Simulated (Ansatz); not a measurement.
Planning a run of Ansatz 0.2.0 on ZnCu2SnS4 (I-4). The input:

```yaml
crystal:
  lattice:
    - [-2.7171, 2.7171, 5.4248]
    - [2.7171, -2.7171, 5.4248]
    - [2.7171, 2.7171, -5.4248]
  atoms:
    - { symbol: Zn, position: [0.25, 0.75, 0.5] }
    - { symbol: Cu, position: [0.0, 0.0, 0.0] }
    - { symbol: Cu, position: [0.75, 0.25, 0.5] }
    - { symbol: Sn, position: [0.5, 0.5, 0.0] }
    - { symbol: S, position: [0.37161, 0.88441, 0.9996] }
    - { symbol: S, position: [0.11559, 0.11519, 0.4872] }
    - { symbol: S, position: [0.88481, 0.37201, 0.0004] }
    - { symbol: S, position: [0.62799, 0.62839, 0.5128] }
kpoints:
  mp_grid: { grid: [4, 4, 4] }
  band_path:
    path:
      - [0.0, 0.0, 0.0]
      - [0.0, 0.0, 0.5]
      - [0.25, 0.25, 0.25]
      - [0.0, 0.5, 0.0]
      - [0.5, 0.5, -0.5]
      - [0.31271679, 0.68728321, -0.31271679]
      - [-0.31271679, 0.31271679, 0.31271679]
      - [-0.12543357, 0.12543357, 0.5]
    npoints: 1
hamiltonian:
  xc: hse06
  pseudopotentials: { kind: paw_fr, azcp: { folder: soft_1 } }
scf:
  occupations: { method: fermi_dirac, width: 0.02 }
  n_extra_bands: 12
magnetization:
  noncollinear: true
  spin_orbit: true
output:
  eigenvalues: true
```

```sh
ansatz run input.yaml --threads 3 --pin off --max-ram 92160MiB --backend cuda --events-out ev --progress --plain --runs-dir out --devices 1 --max-vram 13GiB
```

Q: How long will it take on 1 × NVIDIA H100 80GB HBM3 (shared by 6 runs) with 3 threads of AMD EPYC 7R13 (Zen 3), shared host, and how much memory?

It took 2.7 min; on shared hardware allow 80 s to 5.3 min. Peak host memory was 3.3 GiB. The sizes that set the cost: 3083 plane waves a state, 14 irreducible k points and 23 SCF cycles.

Exact exchange couples every pair of k points and filled bands, so it costs far more than a semilocal run.

[Paths, hosts, dates, memory and timing lines, banners, echoed tables and standing remarks are left out of the program output.]

[Logs are printed without paths, hosts, clocks, repeated set-up lines and the standing remarks that a program may print on its own settings, such as how far it seeks lower states.]

[Runs of the session that timed out or met a known fault of the program may be left out.]

[Cells called generated may have been cut or substituted from an entry of the Crystallography Open Database or the Materials Project.]

[Hosts, paths, dates, database ids (printed as entryN), source tags and the programs' standing remarks are cut or masked in the printed files.]
